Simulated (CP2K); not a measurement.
Two runs for the C K edge of trifluoroethanol. Run A: CP2K XAS_TDP, all-electron GAPW, PBEh(45%), aug-cc-pVDZ, TDA, no relativity. Run B differs in one setting.

First lines with a strength over 0.0015. A:

| atom | energy (eV) | states | strength, one atom |
| --- | --- | --- | --- |
| C2 (bonded to C, O and 2 H) | 285.36 | 1 | 0.0292 |
|  | 286.35 | 1 | 0.0157 |
|  | 286.52 | 1 | 0.0258 |
|  | 287.47 | 1 | 0.0052 |
|  | 287.97 | 1 | 0.0141 |
| C3 (bonded to C and 3 F) | 289.69 | 1 | 0.0796 |
|  | 290.01 | 1 | 0.0884 |
|  | 291.36 | 1 | 0.0214 |
|  | 292.11 | 1 | 0.0331 |
|  | 292.21 | 1 | 0.0061 |

B:

| atom | energy (eV) | states | strength, one atom |
| --- | --- | --- | --- |
| C2 (bonded to C, O and 2 H) | 292.01 | 1 | 0.0285 |
|  | 293.00 | 1 | 0.0154 |
|  | 293.18 | 1 | 0.0252 |
|  | 294.13 | 1 | 0.0051 |
|  | 294.63 | 1 | 0.0138 |
| C3 (bonded to C and 3 F) | 296.70 | 1 | 0.0777 |
|  | 297.02 | 1 | 0.0863 |
|  | 298.37 | 1 | 0.0209 |
|  | 299.12 | 1 | 0.0324 |
|  | 299.23 | 1 | 0.0059 |

Q: Which was it: the functional, GW2X switched on, scalar relativity switched on, the basis?

GW2X switched on. GW2X shifts an atom's lines together and keeps their spacings. Against PBEh(45%) in aug-cc-pVDZ, the leading lines move by +6.65 eV (C2, to 292.01) and +7.01 eV (C3, to 296.70).

[Hosts, paths, dates, database ids (printed as entryN), source tags and the programs' standing remarks are cut or masked in the printed files.]
